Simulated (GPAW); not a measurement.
# Core-hole calculation of the Sc L₃ edge in ScHO2 (R-3m)

Aim: the near-edge shape at the Sc L₃ edge of ScHO2 (R-3m), and what the core hole does to it.

Main program and level: GPAW 26.7.0; X-ray absorption from dipole matrix elements to empty bands, plane-wave PAW LDA.

Report form: the programs' logs are mostly left out.

### 1. Starting point

Symmetry: R-3m, No. 166, trigonal system. The conventional cell has a = 3.233 Å, b = 3.233 Å, c = 13.593 Å, α = 90.00°, β = 90.00°, γ = 120.00°. Nearest to Sc lie 6 O at 2.14 Å. O has 1 H at 1.22 Å and 3 Sc at 2.14 Å nearest. H has 2 O at 1.22 Å nearest. Farther neighbours and most contacts between anions are not listed.

### 2. Ground state of the crystal

The ground state comes first: it tells whether the system has a gap, which decides how the excited electron is treated.

scf.py

```python
import numpy as np
from ase import Atoms
from ase.parallel import parprint, paropen
from gpaw import GPAW, PW, FermiDirac, Mixer, MixerDif, setup_paths
from gpaw.test import gen
setup_paths.insert(0, '.')
gen('Sc', name='nch2p', xcname='LDA', corehole=(2, 1, 0), write_xml=True)
from gpaw.mpi import world
world.barrier()

atoms = Atoms('ScO2H',
    cell=[[1.61658904, 0.93333812, 4.53092416],
     [-1.61658904, 0.93333812, 4.53092416],
     [0, -1.86667624, 4.53092416]],
    scaled_positions=[[0, 0, 0],
     [0.410299, 0.410299, 0.410299],
     [0.589701, 0.589701, 0.589701],
     [0.5, 0.5, 0.5]],
    pbc=True)
atoms.calc = calc = GPAW(legacy_gpaw=True, mode=PW(500, force_complex_dtype=True), xc='LDA', setups={0: 'nch2p'},
    kpts={'size': (9, 9, 9), 'gamma': True}, occupations=FermiDirac(0.05),
    charge=0, mixer=Mixer(0.1, 5, 50), maxiter=150,
    convergence={'density': 0.0001, 'eigenstates': 1e-6}, txt='scf.txt')
energy = atoms.get_potential_energy() + calc.get_reference_energy()
ef = calc.get_fermi_level()
out = dict(energy=energy, fermi=ef, forces=atoms.get_forces().tolist())
parprint(f'all-electron energy {energy:.4f} eV, Fermi level {ef:.4f} eV')
ev = np.array([[calc.get_eigenvalues(k, s) for k in range(len(calc.get_ibz_k_points()))] for s in range(calc.get_number_of_spins())])
out['homo'], out['lumo'], out['counts'] = ev[ev < ef].max(), ev[ev > ef].min(), sorted(set((ev < ef).sum((0, 2)).tolist()))
out['filled'] = (ev[:, 0] < ef).sum(1).tolist()
import json
with paropen('out.json', 'w') as f:
    json.dump(out, f)
```

Run with:

```
$ OMP_NUM_THREADS=1 mpirun -n 4 gpaw python scf.py
```

Wall time 39 s (4 MPI ranks of Intel Xeon 6975P-C (Granite Rapids), shared host); peak memory 0.22 GiB; 2.6 min of CPU time.

The mesh shows a gap of 3.87 eV, so the hole is first treated in a charged cell, without the excited electron.

### 3. Spectrum without a core hole, Sc atom 1

Without a hole the spectrum is the empty density of states of the right symmetry on the absorber, weighted by matrix elements. It needs only the small cell and serves as the baseline. The data set with a hole of occupation 0 only carries the core orbital.

The absorber has 6 O at 2.14 Å (distorted octahedral, site symmetry -3m).

xas.py

```python
import numpy as np
from ase import Atoms
from ase.parallel import parprint, paropen
from gpaw import GPAW, PW, FermiDirac, Mixer, MixerDif, setup_paths
from gpaw.test import gen
setup_paths.insert(0, '.')
gen('Sc', name='nch2p', xcname='LDA', corehole=(2, 1, 0), write_xml=True)
from gpaw.mpi import world
world.barrier()

atoms = Atoms('ScO2H',
    cell=[[1.61658904, 0.93333812, 4.53092416],
     [-1.61658904, 0.93333812, 4.53092416],
     [0, -1.86667624, 4.53092416]],
    scaled_positions=[[0, 0, 0],
     [0.410299, 0.410299, 0.410299],
     [0.589701, 0.589701, 0.589701],
     [0.5, 0.5, 0.5]],
    pbc=True)
atoms.calc = calc = GPAW(legacy_gpaw=True, mode=PW(500, force_complex_dtype=True), xc='LDA', setups={0: 'nch2p'},
    kpts={'size': (9, 9, 9), 'gamma': True}, occupations=FermiDirac(0.02),
    charge=0, mixer=Mixer(0.1, 5, 50), maxiter=150,
    convergence={'density': 0.0001, 'eigenstates': 1e-6}, txt='scf.txt')
energy = atoms.get_potential_energy() + calc.get_reference_energy()
ef = calc.get_fermi_level()
out = dict(energy=energy, fermi=ef, forces=atoms.get_forces().tolist())
parprint(f'all-electron energy {energy:.4f} eV, Fermi level {ef:.4f} eV')
ev = np.array([[calc.get_eigenvalues(k, s) for k in range(len(calc.get_ibz_k_points()))] for s in range(calc.get_number_of_spins())])
out['homo'], out['lumo'], out['counts'] = ev[ev < ef].max(), ev[ev > ef].min(), sorted(set((ev < ef).sum((0, 2)).tolist()))
out['filled'] = (ev[:, 0] < ef).sum(1).tolist()

from ase.units import Ha
from gpaw.xas import dipole_matrix_elements
nb = int(calc.get_number_of_electrons() / 2) + 33
top = nb
nscf = calc.fixed_density(kpts={'size': (8, 8, 8), 'gamma': True},
    convergence={'eigenstates': 1.0}, txt='nscf.txt')
nscf.diagonalize_full_hamiltonian(nbands=nb)
cell = atoms.cell.array
ops = [cell.T @ U.T @ np.linalg.inv(cell.T) for U in nscf.wfs.kd.symmetry.op_scc]
filled = [12]  # bands filled in the ground state, by spin
E = np.arange(-25, 34, 0.1)
fwhm = np.interp(E, [4, 25], [0.9, 3.5])
Y, X, zero, highest = 0, 0, 1e9, 1e9
for spin in range(nscf.get_number_of_spins()):
    wfs = nscf.wfs
    mine = wfs.bd.get_slice()  # this rank's bands
    A = dipole_matrix_elements(wfs.setups[0])
    eps = np.zeros((wfs.kd.nibzkpts, nb))
    d = np.zeros((3, A.shape[1], wfs.kd.nibzkpts, nb), complex)
    for kpt in wfs.kpt_u:
        if kpt.s == spin and 0 in kpt.P_ani:
            eps[kpt.k, mine] = kpt.eps_n * Ha
            d[:, :, kpt.k, mine] = (kpt.weight * wfs.nspins / 2) ** 0.5 * np.inner(A, kpt.P_ani[0])
    world.sum(eps)
    world.sum(d)
    T = np.einsum('amkn,bmkn->abkn', d, d.conj()).real
    T = sum(np.einsum('ai,ijkn,bj->abkn', R, T, R) for R in ops) / len(ops)
    empty = np.ones_like(eps, bool) & (np.arange(nb) >= filled[spin])
    zero, highest = min(zero, eps[empty].min()), min(highest, eps[:, top - 1].min())
    lines = [(eps, T, empty)] if spin == 0 else lines + [(eps, T, empty)]
for eps, T, empty in lines:
    f = np.einsum('aakn->akn', T).reshape(3, -1)
    x = eps.ravel() - zero
    w = np.interp(x, E, fwhm) / 2.35482
    g = np.exp(-0.5 * ((E[:, None] - x) / w) ** 2) / (w * (2 * np.pi) ** 0.5)
    Y = Y + (f * empty.ravel()) @ g.T
    X = X + (f * ~empty.ravel()) @ g.T
out.update(E=E.round(2).tolist(), xas=Y.tolist(), xes=X.tolist(), zero=zero, valid=highest - zero, nk=len(eps), nb=nb)
for i in range(0, len(E), 10):
    parprint(f'{E[i]:7.2f}', *(f'{v:10.3e}' for v in Y[:, i]))
import json
with paropen('out.json', 'w') as f:
    json.dump(out, f)
```

Run with:

```
$ OMP_NUM_THREADS=1 mpirun -n 4 gpaw python xas.py
```

The job ended after 1.9 min (4 MPI ranks; peak memory 0.38 GiB).

The Sc L₃ spectrum, Sc atom 1, no core hole (energy from the lowest empty level; intensity scaled to a mean of 1 over the first 20 eV; polarised curves are means over the symmetry-equivalent atoms):

```
E (eV)  isotropic  ε ⊥ c  ε ∥ c
  -2.0       0.00   0.00   0.00
  -1.5       0.00   0.00   0.00
  -1.0       0.00   0.00   0.00
  -0.5       0.12   0.10   0.15
   0.0       1.00   0.86   1.28
   0.5       2.83   2.46   3.58
   1.0       4.15   3.84   4.77
   1.5       5.15   5.24   4.97
   2.0       3.67   4.08   2.85
   2.5       1.61   1.78   1.25
   3.0       2.69   2.77   2.53
   3.5       5.12   5.28   4.81
   4.0       3.60   3.74   3.31
   4.5       0.86   0.89   0.79
   5.0       0.33   0.33   0.33
   5.5       0.34   0.33   0.35
   6.0       0.29   0.29   0.31
   6.5       0.23   0.22   0.25
   7.0       0.21   0.19   0.25
   7.5       0.24   0.20   0.31
   8.0       0.24   0.20   0.31
   8.5       0.23   0.19   0.30
   9.0       0.25   0.21   0.32
   9.5       0.30   0.27   0.36
  10.0       0.36   0.35   0.38
  10.5       0.39   0.40   0.38
  11.0       0.39   0.40   0.39
  11.5       0.38   0.36   0.43
  12.0       0.39   0.35   0.47
  12.5       0.39   0.35   0.47
  13.0       0.37   0.35   0.42
  13.5       0.32   0.31   0.34
  14.0       0.27   0.27   0.27
  14.5       0.24   0.24   0.23
  15.0       0.23   0.24   0.22
  15.5       0.25   0.25   0.24
  16.0       0.28   0.28   0.28
  16.5       0.31   0.30   0.33
  17.0       0.34   0.32   0.37
  17.5       0.36   0.34   0.40
  18.0       0.37   0.35   0.41
  18.5       0.38   0.36   0.41
  19.0       0.39   0.38   0.40
  19.5       0.39   0.39   0.39
  20.0       0.40   0.41   0.38
  20.5       0.39   0.41   0.36
  21.0       0.39   0.41   0.34
  21.5       0.37   0.40   0.32
  22.0       0.36   0.38   0.30
  22.5       0.34   0.37   0.28
  23.0       0.33   0.36   0.28
  23.5       0.32   0.35   0.28
  24.0       0.32   0.34   0.28
  24.5       0.32   0.33   0.29
  25.0       0.32   0.33   0.31
  25.5       0.33   0.33   0.32
  26.0       0.34   0.34   0.34
  26.5       0.34   0.34   0.35
  27.0       0.35   0.34   0.36
  27.5       0.35   0.34   0.37
  28.0       0.35   0.34   0.38
  28.5       0.35   0.34   0.38
  29.0       0.36   0.35   0.40
  29.5       0.38   0.36   0.42
  30.0       0.40   0.37   0.45
  30.5       0.42   0.38   0.48
  31.0       0.44   0.40   0.51
  31.5       0.45   0.41   0.53
  32.0       0.46   0.42   0.54
```

Main maxima below 30 eV (height): 1.5 eV (5.15), 3.6 eV (5.25) and 10.8 eV (0.40). At an L edge the dipole rule selects empty d (and weakly s) states on the absorber, and the strong line at the onset measures the empty part of its d band. 2p–3d multiplets, which reshape such L edges, aren't in a one-electron spectrum.

The same matrix elements for filled bands give the Sc L₃ emission of Sc atom 1 (ground-state approximation; energy from the lowest empty level, largest value 1):

```
E (eV)  emission
-24.00      0.00
-23.25      0.00
-22.50      0.00
-21.75      0.00
-21.00      0.02
-20.25      0.03
-19.50      0.03
-18.75      0.01
-18.00      0.00
-17.25      0.00
-16.50      0.00
-15.75      0.00
-15.00      0.00
-14.25      0.00
-13.50      0.00
-12.75      0.00
-12.00      0.00
-11.25      0.00
-10.50      0.01
 -9.75      0.07
 -9.00      0.14
 -8.25      0.02
 -7.50      0.08
 -6.75      0.50
 -6.00      1.00
 -5.25      0.63
 -4.50      0.30
 -3.75      0.03
 -3.00      0.00
 -2.25      0.00
 -1.50      0.00
 -0.75      0.00
  0.00      0.00
  0.75      0.00
  1.50      0.00
  2.25      0.00
  3.00      0.00
```

Emission maxima: -9.2 eV (0.15) and -6.0 eV (1.00).

### 4. Reference energy of the supercell

The photon energy needs a difference of total energies, so the cell and mesh of the coming hole run are first run without a hole.

scf.py, as its differences from that of step 2:

```diff
@@ -10,13 +10,25 @@
 
-atoms = Atoms('ScO2H',
-    cell=[[1.61658904, 0.93333812, 4.53092416],
-     [-1.61658904, 0.93333812, 4.53092416],
-     [0, -1.86667624, 4.53092416]],
+atoms = Atoms('Sc4O8H4',
+    cell=[[0, -3.73335248, -4.53092416],
+     [-3.23317809, 1.86667624, -4.53092416],
+     [3.23317809, 1.86667624, -4.53092416]],
     scaled_positions=[[0, 0, 0],
+     [0.5, 0.5, 0],
+     [0.5, 0, 0.5],
+     [0, 0.5, 0.5],
+     [0.589701, 0.589701, 0.589701],
+     [0.089701, 0.089701, 0.589701],
+     [0.089701, 0.589701, 0.089701],
+     [0.589701, 0.089701, 0.089701],
      [0.410299, 0.410299, 0.410299],
-     [0.589701, 0.589701, 0.589701],
-     [0.5, 0.5, 0.5]],
+     [0.910299, 0.910299, 0.410299],
+     [0.910299, 0.410299, 0.910299],
+     [0.410299, 0.910299, 0.910299],
+     [0.5, 0.5, 0.5],
+     [0, 0, 0.5],
+     [0, 0.5, 0],
+     [0.5, 0, 0]],
     pbc=True)
 atoms.calc = calc = GPAW(legacy_gpaw=True, mode=PW(500, force_complex_dtype=True), xc='LDA', setups={0: 'nch2p'},
-    kpts={'size': (9, 9, 9), 'gamma': True}, occupations=FermiDirac(0.05),
+    kpts={'size': (4, 4, 4), 'gamma': True}, occupations=FermiDirac(0.02),
     charge=0, mixer=Mixer(0.1, 5, 50), maxiter=150,
```

Run with:

```
$ OMP_NUM_THREADS=1 mpirun -n 4 gpaw python scf.py
```

It took 35 s on 4 MPI ranks; peak memory 0.32 GiB; 2.3 min of CPU time.

Reference energy: -99360.145 eV with the cores included.

### 5. Spectrum with FCH, Sc atom 1

The holes are 5.9 Å apart. In GPAW the data set carries the hole's charge, so charge=0 means a charged cell and charge=-1 a neutral one. The excited electron is left out and a uniform background balances the charge. After the field has converged, empty bands are computed with the density fixed and the dipole matrix elements are summed.

xas.py, as its differences from that of step 3:

```diff
@@ -6,3 +6,3 @@
 setup_paths.insert(0, '.')
-gen('Sc', name='nch2p', xcname='LDA', corehole=(2, 1, 0), write_xml=True)
+gen('Sc', name='fch2p', xcname='LDA', corehole=(2, 1, 1), write_xml=True)
 from gpaw.mpi import world
@@ -10,13 +10,25 @@
 
-atoms = Atoms('ScO2H',
-    cell=[[1.61658904, 0.93333812, 4.53092416],
-     [-1.61658904, 0.93333812, 4.53092416],
-     [0, -1.86667624, 4.53092416]],
+atoms = Atoms('Sc4O8H4',
+    cell=[[0, -3.73335248, -4.53092416],
+     [-3.23317809, 1.86667624, -4.53092416],
+     [3.23317809, 1.86667624, -4.53092416]],
     scaled_positions=[[0, 0, 0],
+     [0.5, 0.5, 0],
+     [0.5, 0, 0.5],
+     [0, 0.5, 0.5],
+     [0.589701, 0.589701, 0.589701],
+     [0.089701, 0.089701, 0.589701],
+     [0.089701, 0.589701, 0.089701],
+     [0.589701, 0.089701, 0.089701],
      [0.410299, 0.410299, 0.410299],
-     [0.589701, 0.589701, 0.589701],
-     [0.5, 0.5, 0.5]],
+     [0.910299, 0.910299, 0.410299],
+     [0.910299, 0.410299, 0.910299],
+     [0.410299, 0.910299, 0.910299],
+     [0.5, 0.5, 0.5],
+     [0, 0, 0.5],
+     [0, 0.5, 0],
+     [0.5, 0, 0]],
     pbc=True)
-atoms.calc = calc = GPAW(legacy_gpaw=True, mode=PW(500, force_complex_dtype=True), xc='LDA', setups={0: 'nch2p'},
-    kpts={'size': (9, 9, 9), 'gamma': True}, occupations=FermiDirac(0.02),
+atoms.calc = calc = GPAW(legacy_gpaw=True, mode=PW(500, force_complex_dtype=True), xc='LDA', setups={0: 'fch2p'},
+    kpts={'size': (4, 4, 4), 'gamma': True}, occupations=FermiDirac(0.02),
     charge=0, mixer=Mixer(0.1, 5, 50), maxiter=150,
@@ -33,11 +45,10 @@
 from gpaw.xas import dipole_matrix_elements
-nb = int(calc.get_number_of_electrons() / 2) + 33
-top = nb
-nscf = calc.fixed_density(kpts={'size': (8, 8, 8), 'gamma': True},
-    convergence={'eigenstates': 1.0}, txt='nscf.txt')
-nscf.diagonalize_full_hamiltonian(nbands=nb)
+nb = int(calc.get_number_of_electrons() / 2) + 120
+top, nb = nb, nb + 8 + nb // 12
+nscf = calc.fixed_density(kpts={'size': (5, 5, 5), 'gamma': True}, nbands=nb,
+    convergence={'bands': top, 'eigenstates': 5e-3}, maxiter=60, txt='nscf.txt')
 cell = atoms.cell.array
 ops = [cell.T @ U.T @ np.linalg.inv(cell.T) for U in nscf.wfs.kd.symmetry.op_scc]
-filled = [12]  # bands filled in the ground state, by spin
-E = np.arange(-25, 34, 0.1)
+filled = [48]  # bands filled in the ground state, by spin
+E = np.arange(-6, 34, 0.1)
 fwhm = np.interp(E, [4, 25], [0.9, 3.5])
```

Run with:

```
$ OMP_NUM_THREADS=1 mpirun -n 4 gpaw python xas.py
```

Wall time 1.9 min (4 MPI ranks); peak memory 0.56 GiB.

The Sc L₃ spectrum, Sc atom 1, full core hole (charged cell) (energy from the lowest empty level; intensity scaled to a mean of 1 over the first 20 eV; polarised curves are means over the symmetry-equivalent atoms):

```
E (eV)  isotropic  ε ⊥ c  ε ∥ c
 -2.00       0.00   0.00   0.00
 -1.25       0.00   0.00   0.01
 -0.50       1.05   0.84   1.48
  0.25      10.29   9.63  11.59
  1.00       3.43   3.58   3.13
  1.75       2.93   3.25   2.27
  2.50       6.57   7.24   5.24
  3.25       0.72   0.70   0.74
  4.00       0.44   0.32   0.66
  4.75       0.09   0.07   0.13
  5.50       0.08   0.07   0.11
  6.25       0.07   0.06   0.08
  7.00       0.05   0.04   0.07
  7.75       0.07   0.05   0.10
  8.50       0.08   0.07   0.12
  9.25       0.11   0.09   0.15
 10.00       0.15   0.13   0.20
 10.75       0.19   0.16   0.25
 11.50       0.24   0.21   0.30
 12.25       0.30   0.29   0.33
 13.00       0.34   0.34   0.33
 13.75       0.33   0.33   0.34
 14.50       0.33   0.32   0.35
 15.25       0.30   0.30   0.31
 16.00       0.25   0.25   0.25
 16.75       0.21   0.21   0.20
 17.50       0.22   0.22   0.21
 18.25       0.25   0.25   0.27
 19.00       0.30   0.28   0.32
 19.75       0.32   0.30   0.35
 20.50       0.33   0.32   0.35
 21.25       0.33   0.33   0.33
 22.00       0.33   0.35   0.31
 22.75       0.33   0.35   0.29
 23.50       0.32   0.34   0.27
 24.25       0.31   0.33   0.26
 25.00       0.30   0.32   0.26
 25.75       0.31   0.33   0.27
 26.50       0.32   0.34   0.30
 27.25       0.34   0.35   0.33
 28.00       0.36   0.36   0.36
 28.75       0.37   0.36   0.39
 29.50       0.37   0.35   0.40
 30.25       0.37   0.35   0.40
 31.00       0.37   0.36   0.41
 31.75       0.39   0.37   0.43
```

Main maxima below 30 eV (height): 0.4 eV (10.90) and 2.3 eV (7.38). 

The hole costs E(hole) − E(ground) = 396.06 eV, and the lowest empty level of the hole cell on the spectrum's mesh lies at 4.02 eV, which puts the zero at 400.08 eV. Two terms are added: -1.39 eV, since the hole is spin-paired here and a spin-polarised one costs that much less in the free atom (computed apart); −1.63 eV, a third of the tabulated L₂–L₃ splitting, since the scalar-relativistic hole is their mean. The photon energy is then 397.06 eV. The tabulated edge of the element is 398.7 eV. The functional and the charged cell's background leave an error of a few eV in such absolute values.

### 6. Spectrum with HCH, Sc atom 1

The holes are 5.9 Å apart. The data set carries half a charge, which charge=0 leaves uncompensated but for the background. Half a hole is Slater's transition state, a compromise that weakens the attraction. After the field has converged, empty bands are computed with the density fixed and the dipole matrix elements are summed.

Changed against the first core-hole run: core hole from full to half.

xas.py, as its differences from that of step 5:

```diff
@@ -6,3 +6,3 @@
 setup_paths.insert(0, '.')
-gen('Sc', name='fch2p', xcname='LDA', corehole=(2, 1, 1), write_xml=True)
+gen('Sc', name='hch2p', xcname='LDA', corehole=(2, 1, 0.5), write_xml=True)
 from gpaw.mpi import world
@@ -31,3 +31,3 @@
     pbc=True)
-atoms.calc = calc = GPAW(legacy_gpaw=True, mode=PW(500, force_complex_dtype=True), xc='LDA', setups={0: 'fch2p'},
+atoms.calc = calc = GPAW(legacy_gpaw=True, mode=PW(500, force_complex_dtype=True), xc='LDA', setups={0: 'hch2p'},
     kpts={'size': (4, 4, 4), 'gamma': True}, occupations=FermiDirac(0.02),
```

The job ended after 1.9 min (4 MPI ranks; peak memory 0.55 GiB; 7.5 min of CPU time).

```
E (eV)  first run  this run
  -2.0       0.00      0.00
  -1.0       0.03      0.03
   0.0       7.03      5.96
   1.0       3.43      3.22
   2.0       5.55      4.20
   3.0       1.78      3.95
   4.0       0.44      0.27
   5.0       0.06      0.13
   6.0       0.08      0.09
   7.0       0.05      0.12
   8.0       0.07      0.14
   9.0       0.10      0.19
  10.0       0.15      0.23
  11.0       0.20      0.33
  12.0       0.28      0.36
  13.0       0.34      0.36
  14.0       0.33      0.33
  15.0       0.31      0.25
  16.0       0.25      0.22
  17.0       0.21      0.27
  18.0       0.24      0.33
  19.0       0.30      0.35
  20.0       0.32      0.36
  21.0       0.33      0.36
  22.0       0.33      0.35
  23.0       0.33      0.33
  24.0       0.31      0.31
  25.0       0.30      0.32
  26.0       0.31      0.33
  27.0       0.34      0.35
  28.0       0.36      0.36
  29.0       0.37      0.37
  30.0       0.37      0.38
  31.0       0.37      0.41
  32.0       0.40      0.44
```

Against the first run the r.m.s. difference is 20 %. The highest intensity below 24 eV goes from 0.4 eV (10.90) to 0.4 eV (9.43).

### 7. Supercell without a hole, the energy reference

The cell and mesh change for the next run, so it gets a reference energy of its own.

scf.py

```python
import numpy as np
from ase import Atoms
from ase.parallel import parprint, paropen
from gpaw import GPAW, PW, FermiDirac, Mixer, MixerDif, setup_paths
from gpaw.test import gen
setup_paths.insert(0, '.')
gen('Sc', name='nch2p', xcname='LDA', corehole=(2, 1, 0), write_xml=True)
from gpaw.mpi import world
world.barrier()

atoms = Atoms('Sc2O4H2',
    cell=[[-1.61658904, 2.80001436, 0],
     [1.61658904, 2.80001436, 0],
     [0, -1.86667624, -9.06184831]],
    scaled_positions=[[0, 0, 0],
     [0.5, 0.5, 0.5],
     [0.7948505, 0.7948505, 0.3845515],
     [0.2948505, 0.2948505, 0.8845515],
     [0.7051495, 0.7051495, 0.1154485],
     [0.2051495, 0.2051495, 0.6154485],
     [0.75, 0.75, 0.25],
     [0.25, 0.25, 0.75]],
    pbc=True)
atoms.calc = calc = GPAW(legacy_gpaw=True, mode=PW(500, force_complex_dtype=True), xc='LDA', setups={0: 'nch2p'},
    kpts={'size': (6, 6, 6), 'gamma': True}, occupations=FermiDirac(0.02),
    charge=0, mixer=Mixer(0.1, 5, 50), maxiter=150,
    convergence={'density': 0.0001, 'eigenstates': 1e-6}, txt='scf.txt')
energy = atoms.get_potential_energy() + calc.get_reference_energy()
ef = calc.get_fermi_level()
out = dict(energy=energy, fermi=ef, forces=atoms.get_forces().tolist())
parprint(f'all-electron energy {energy:.4f} eV, Fermi level {ef:.4f} eV')
ev = np.array([[calc.get_eigenvalues(k, s) for k in range(len(calc.get_ibz_k_points()))] for s in range(calc.get_number_of_spins())])
out['homo'], out['lumo'], out['counts'] = ev[ev < ef].max(), ev[ev > ef].min(), sorted(set((ev < ef).sum((0, 2)).tolist()))
out['filled'] = (ev[:, 0] < ef).sum(1).tolist()
import json
with paropen('out.json', 'w') as f:
    json.dump(out, f)
```

Run with:

```
$ OMP_NUM_THREADS=1 mpirun -n 4 gpaw python scf.py
```

The job ended after 28 s (4 MPI ranks; peak memory 0.24 GiB).

(Continued in part 2 of 2.)

[Logs are printed without paths, hosts, clocks, repeated set-up lines and the standing remarks that a program may print on its own settings, such as how far it seeks lower states.]

[Hosts, paths, dates, database ids (printed as entryN), source tags and the programs' standing remarks are cut or masked in the printed files.]

[Lists of maxima count a maximum above −3 eV only where it reaches 4 % of the highest in the window and stands out from its surroundings by 2 % of it (1.5 % where it reaches 55 %); shoulders and weaker maxima are passed over, and of the rest the first, up to two pre-edge ones and the few strongest are named.]
